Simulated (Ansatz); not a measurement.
# Lattice dynamics of ScB (built on the sites of a database entry of LaIn)

Wanted: phonon frequencies of ScB (built on the sites of a database entry of LaIn) and what follows from them.

Calculated with Ansatz 0.2.0; DFT PBEsol, scalar-relativistic, plane waves, PAW.

This is a report of a sequence of runs, with most program output left out.

The structure was built from a prototype and need not be the compound's stable phase.

## Step 1: Set-up

The structure is cubic, space group Pm-3m (No. 221). The conventional cell has a = 3.232 Å, b = 3.232 Å, c = 3.232 Å, α = 90.00°, β = 90.00°, γ = 90.00°. Nearest to Sc lie 8 B at 2.80 Å. B has 8 Sc at 2.80 Å nearest. Farther neighbours are not listed.

## Step 2: Rough relaxation

A rough relaxation comes first, because large forces or stress need no tight tolerances yet.

Input file input.yaml:

```yaml
crystal:
  lattice:
    - [3.23161, 0.0, 0.0]
    - [0.0, 3.23161, 0.0]
    - [0.0, 0.0, 3.23161]
  atoms:
    - { symbol: Sc, position: [0.5, 0.5, 0.5] }
    - { symbol: B, position: [0.0, 0.0, 0.0] }
kpoints:
  mp_grid: { grid: [6, 6, 6] }
hamiltonian:
  xc: pbesol
scf:
  occupations: { method: gaussian, width: 0.1 }
output:
  forces: true
  stress: true
  eigenvalues: true
relax:
  adjacent_minimum: "off"
  f_tol: 0.05
  max_steps: 80
  cell: { stress_tol: 0.5 }
```

Run with:

```console
> ansatz run input.yaml --threads 4 --pin off --max-ram 7168MiB --backend cpu --events-out ev --progress --plain --runs-dir out
```

Run time: 1.3 s. Hardware: 4 threads of Arm Neoverse V2, shared host; peak memory 0.29 GiB.

Step by step:

```
step  energy less that of the first step (eV)  largest force component (eV/Å)  pressure (GPa)  volume (Å³)
   1                                   0.0000                          0.0000          -21.51        33.75
   2                                  -0.5466                          0.0000          -14.30        29.05
   3                                  -0.7371                          0.0000            2.30        24.81
   4                                  -0.7397                          0.0000           -0.50        25.32
   5                                  -0.7399                          0.0000           -0.01        25.23
  6*                                  -0.7384                          0.0000           -0.07        25.23
```

Relaxation steps marked * repeat the geometry before them on a plane-wave basis chosen anew for their cell, so energy and pressure can jump there.

The run keeps the 48 symmetry operations that it works with, so distortions that break them were not tested.

```
conventional cell, symmetrised  before  after   change
                         a (Å)   3.232  2.933   -9.2 %
                         b (Å)   3.232  2.933   -9.2 %
                         c (Å)   3.232  2.933   -9.2 %
              volume (Å³/atom)   16.87  12.61  -25.2 %
```

Final coordinates:

```xyz
2
Lattice="2.9329 0.0000 0.0000 0.0000 2.9329 0.0000 0.0000 0.0000 2.9329" Properties=species:S:1:pos:R:3 pbc="T T T"
Sc    1.4664    1.4664    1.4664
B     0.0000    0.0000    0.0000
```

Numbers from this step:

```yaml
pressure: -0.06553 GPa
volume_per_atom: 12.61 Å³
gap_on_the_k_mesh: 0 eV
```

In this step the volume went from 16.87 to 12.61 Å³/atom.

## Step 3: Relaxation

The cell and atoms are relaxed, since residual forces and stress would shift the frequencies.

Input file input.yaml:

```yaml
crystal:
  lattice:
    - [2.9328507327, 0.0, 0.0]
    - [0.0, 2.9328507327, 0.0]
    - [0.0, 0.0, 2.9328507327]
  atoms:
    - { symbol: Sc, position: [0.5, 0.5, 0.5] }
    - { symbol: B, position: [0.0, 0.0, 0.0] }
kpoints:
  mp_grid: { grid: [12, 12, 12] }
hamiltonian:
  xc: pbesol
scf:
  occupations: { method: gaussian, width: 0.1 }
output:
  forces: true
  stress: true
  eigenvalues: true
  write_density: true
  write_potential: true
  elf: true
  volumetric_format: npy
relax:
  adjacent_minimum: "off"
  f_tol: 0.005
  max_steps: 80
  cell: { stress_tol: 0.05 }
```

The job ended after 1.8 s (4 threads; peak memory 0.33 GiB; 5.8 s of CPU time).

Little changed from the start: no atom moved by 0.005 Å and no cell edge by 0.1 %.

Numbers from this step:

```yaml
pressure: 7.76e-4 GPa
volume_per_atom: 12.63 Å³
```

Valence density in the ac plane at fractional y = 0.000, with atoms of B within 0.2 Å of it. It is the smooth field of the valence electrons, not physical close to the nuclei.

Ten even steps from '_' (0.14 e/Å³) to '@' (0.62 e/Å³):
```
++##@@@@**--::....::--**@@@@##
@@@@@@##++--::....::--++##@@@@
@@@@##++==::........::==++##@@
****++==::....____....::==++**
==----::....________....::----
::::::....____________....::::
........________________......
........________________......
::::::....____________....::::
==----::....________....::----
****++==::....____....::==++**
@@@@##++==::........::==++##@@
@@@@@@##++--::....::--++##@@@@
++##@@@@**--::....::--**@@@@##
::++@@@@**==::....::==**@@@@++
```
Columns run along a (2.9 Å), rows up along c (2.9 Å). Atoms in or near the plane, at fractional coordinates: B at (0.00, 0.00).

Electrostatic potential energy in the ac plane at fractional y = 0.000, with atoms of B within 0.2 Å of it. With pseudopotentials it is smooth inside the atoms' cores, unlike the true potential.

Ten even steps from '0' (-48 eV) to '9' (15 eV):
```
002689999998620
124789999998742
567899999999876
888999999999988
999999999999999
999999999999999
999999999999999
999999999999999
999999999999999
999999999999999
888999999999988
567899999999876
124789999998742
002689999998620
001589999998510
```
Columns run along a (2.9 Å; values clipped at the 3rd and 97th percentile), rows up along c (2.9 Å). Atoms in or near the plane, at fractional coordinates: B at (0.00, 0.00).

ELF in the ac plane at fractional y = 0.000, with atoms of B within 0.2 Å of it. It is the smooth field of the valence electrons, not physical close to the nuclei.

Values, 15 rows by 15 columns:
```
0.01 0.05 0.33 0.65 0.76 0.74 0.67 0.60 0.60 0.67 0.74 0.76 0.65 0.33 0.05
0.23 0.33 0.55 0.71 0.76 0.71 0.62 0.54 0.54 0.62 0.71 0.76 0.71 0.55 0.33
0.61 0.65 0.71 0.75 0.72 0.64 0.52 0.44 0.44 0.52 0.64 0.72 0.75 0.71 0.65
0.76 0.76 0.76 0.72 0.64 0.52 0.39 0.31 0.31 0.39 0.52 0.64 0.72 0.76 0.76
0.75 0.74 0.71 0.64 0.52 0.37 0.26 0.20 0.20 0.26 0.37 0.52 0.64 0.71 0.74
0.68 0.67 0.62 0.52 0.39 0.26 0.17 0.12 0.12 0.17 0.26 0.39 0.52 0.62 0.67
0.62 0.60 0.54 0.44 0.31 0.20 0.12 0.09 0.09 0.12 0.20 0.31 0.44 0.54 0.60
0.62 0.60 0.54 0.44 0.31 0.20 0.12 0.09 0.09 0.12 0.20 0.31 0.44 0.54 0.60
0.68 0.67 0.62 0.52 0.39 0.26 0.17 0.12 0.12 0.17 0.26 0.39 0.52 0.62 0.67
0.75 0.74 0.71 0.64 0.52 0.37 0.26 0.20 0.20 0.26 0.37 0.52 0.64 0.71 0.74
0.76 0.76 0.76 0.72 0.64 0.52 0.39 0.31 0.31 0.39 0.52 0.64 0.72 0.76 0.76
0.61 0.65 0.71 0.75 0.72 0.64 0.52 0.44 0.44 0.52 0.64 0.72 0.75 0.71 0.65
0.23 0.33 0.55 0.71 0.76 0.71 0.62 0.54 0.54 0.62 0.71 0.76 0.71 0.55 0.33
0.01 0.05 0.33 0.65 0.76 0.74 0.67 0.60 0.60 0.67 0.74 0.76 0.65 0.33 0.05
0.02 0.01 0.23 0.61 0.76 0.75 0.68 0.62 0.62 0.68 0.75 0.76 0.61 0.23 0.01
```
Columns run along a (2.9 Å), rows up along c (2.9 Å). Atoms in or near the plane, at fractional coordinates: B at (0.00, 0.00).

In this step the volume went from 12.61 to 12.63 Å³/atom.

## Step 4: Tight relaxation

Phonons need a cell at rest on their own settings, so the relaxation is repeated with tight tolerances on forces and stress, using the mesh and the filling of the phonon run that follows.

input.yaml, the sections that differ from step 3:

```yaml
crystal:
  lattice:
    - [2.9344102487, 0.0, 0.0]
    - [0.0, 2.9344102487, 0.0]
    - [0.0, 0.0, 2.9344102487]
  atoms:
    - { symbol: Sc, position: [0.5, 0.5, 0.5] }
    - { symbol: B, position: [0.0, 0.0, 0.0] }
scf:
  occupations: { method: methfessel_paxton, width: 0.15 }
relax:
  adjacent_minimum: "off"
  f_tol: 0.001
  max_steps: 60
  cell: { stress_tol: 0.01 }
# kpoints, hamiltonian, output: as in step 3
```

Elapsed: 0.94 s, on 4 threads; peak memory 0.32 GiB.

Little changed from the start: no atom moved by 0.005 Å and no cell edge by 0.1 %.

This step gave:

```
pressure : 3.68e-4 GPa
```

Electrostatic potential energy in the ac plane at fractional y = 0.000, with atoms of B within 0.2 Å of it. With pseudopotentials it is smooth inside the atoms' cores, unlike the true potential.

Values in eV, 15 rows by 15 columns:
```
-48 -48 -33 -10   6  11  14  15  15  14  11   6 -10 -33 -48
-38 -33 -18  -1   9  12  14  14  14  14  12   9  -1 -18 -33
-13 -10  -1   7  10  12  13  14  14  13  12  10   7  -1 -10
  5   6   9  10  12  12  13  13  13  13  12  12  10   9   6
 11  11  12  12  12  12  12  12  12  12  12  12  12  12  11
 14  14  14  13  13  12  11  10  10  11  12  13  13  14  14
 15  15  14  14  13  12  10  10  10  10  12  13  14  14  15
 15  15  14  14  13  12  10  10  10  10  12  13  14  14  15
 14  14  14  13  13  12  11  10  10  11  12  13  13  14  14
 11  11  12  12  12  12  12  12  12  12  12  12  12  12  11
  5   6   9  10  12  12  13  13  13  13  12  12  10   9   6
-13 -10  -1   7  10  12  13  14  14  13  12  10   7  -1 -10
-38 -33 -18  -1   9  12  14  14  14  14  12   9  -1 -18 -33
-48 -48 -33 -10   6  11  14  15  15  14  11   6 -10 -33 -48
-48 -48 -38 -13   5  11  14  15  15  14  11   5 -13 -38 -48
```
Columns run along a (2.9 Å; values clipped at the 3rd and 97th percentile), rows up along c (2.9 Å). Atoms in or near the plane, at fractional coordinates: B at (0.00, 0.00).

Valence density in the ac plane at fractional y = 0.000, with atoms of B within 0.2 Å of it. It is the smooth field of the valence electrons, not physical close to the nuclei.

Values in e/Å³, 15 rows by 15 columns:
```
0.39 0.50 0.62 0.58 0.45 0.33 0.26 0.22 0.22 0.26 0.33 0.45 0.58 0.62 0.50
0.60 0.62 0.61 0.52 0.40 0.30 0.24 0.21 0.21 0.24 0.30 0.40 0.52 0.61 0.62
0.60 0.58 0.52 0.43 0.33 0.26 0.21 0.19 0.19 0.21 0.26 0.33 0.43 0.52 0.58
0.46 0.45 0.40 0.33 0.27 0.22 0.19 0.17 0.17 0.19 0.22 0.27 0.33 0.40 0.45
0.34 0.33 0.30 0.26 0.22 0.19 0.17 0.16 0.16 0.17 0.19 0.22 0.26 0.30 0.33
0.26 0.26 0.24 0.21 0.19 0.17 0.15 0.14 0.14 0.15 0.17 0.19 0.21 0.24 0.26
0.23 0.22 0.21 0.19 0.17 0.16 0.14 0.14 0.14 0.14 0.16 0.17 0.19 0.21 0.22
0.23 0.22 0.21 0.19 0.17 0.16 0.14 0.14 0.14 0.14 0.16 0.17 0.19 0.21 0.22
0.26 0.26 0.24 0.21 0.19 0.17 0.15 0.14 0.14 0.15 0.17 0.19 0.21 0.24 0.26
0.34 0.33 0.30 0.26 0.22 0.19 0.17 0.16 0.16 0.17 0.19 0.22 0.26 0.30 0.33
0.46 0.45 0.40 0.33 0.27 0.22 0.19 0.17 0.17 0.19 0.22 0.27 0.33 0.40 0.45
0.60 0.58 0.52 0.43 0.33 0.26 0.21 0.19 0.19 0.21 0.26 0.33 0.43 0.52 0.58
0.60 0.62 0.61 0.52 0.40 0.30 0.24 0.21 0.21 0.24 0.30 0.40 0.52 0.61 0.62
0.39 0.50 0.62 0.58 0.45 0.33 0.26 0.22 0.22 0.26 0.33 0.45 0.58 0.62 0.50
0.24 0.39 0.60 0.60 0.46 0.34 0.26 0.23 0.23 0.26 0.34 0.46 0.60 0.60 0.39
```
Columns run along a (2.9 Å), rows up along c (2.9 Å). Atoms in or near the plane, at fractional coordinates: B at (0.00, 0.00).

ELF in the ac plane at fractional y = 0.000, with atoms of B within 0.2 Å of it. It is the smooth field of the valence electrons, not physical close to the nuclei.

Ten even steps from '0' (0.01) to '9' (0.76):
```
004899877899840
247999877899974
789998655689998
999986444468999
999864322346899
888643211234688
877542111124577
877542111124577
888643211234688
999864322346899
999986444468999
789998655689998
247999877899974
004899877899840
002799888899720
```
Columns run along a (2.9 Å), rows up along c (2.9 Å). Atoms in or near the plane, at fractional coordinates: B at (0.00, 0.00).

The forces vanish by symmetry and the pressure is 0.000 GPa, within the tolerances set. The cell now holds 12.63 Å³/atom.

## Step 5: Modes at Γ

The zone centre comes first: it holds the modes that light can see, as far as symmetry allows. No field response is asked, since the mesh shows no gap.

input.yaml, the sections that differ from step 4:

```yaml
output:
  eigenvalues: true
phonons:
  method: dfpt
# crystal, kpoints, hamiltonian, scf: as in step 4
# relax: removed
```

Run time: 3.1 s. Hardware: 4 threads; peak memory 0.47 GiB.

This step gave:

- sum-rule residual before enforcement: 1.50e-5 eV/Å²
- point group: m-3m
- highest optical mode at the zone centre (no LO-TO term): 349.4 cm⁻¹
- lowest optical zone-centre mode: 349.4 cm⁻¹

Patterns of degenerate modes are one choice out of their space. Modes at Γ, with each element's share of the kinetic energy:

```
mode  frequency (cm⁻¹)  symmetry  Sc %  B %
   1               0.0  acoustic    81   19
   2               0.0  acoustic    81   19
   3               0.0  acoustic    81   19
   4             349.4       T1u    19   81
   5             349.4       T1u    19   81
   6             349.4       T1u    19   81
```

Displacements in mode 6 (349.4 cm⁻¹), the largest set to 1:
```
Sc1  0.00  0.00 -0.24
B2   0.00  0.00  1.00
```

Before it was imposed, the acoustic sum rule was missed by 1.5e-5 eV/Å². Small misses are needed for a sound result but don't prove that mesh and cutoff are converged. The lowest optical mode is real, 349 cm⁻¹.

(Part 1 of 2 ends here.)

[Logs are printed without paths, hosts, clocks, repeated set-up lines and the standing remarks that a program may print on its own settings, such as how far it seeks lower states.]

[Hosts, paths, dates, database ids (printed as entryN), source tags and the programs' standing remarks are cut or masked in the printed files.]
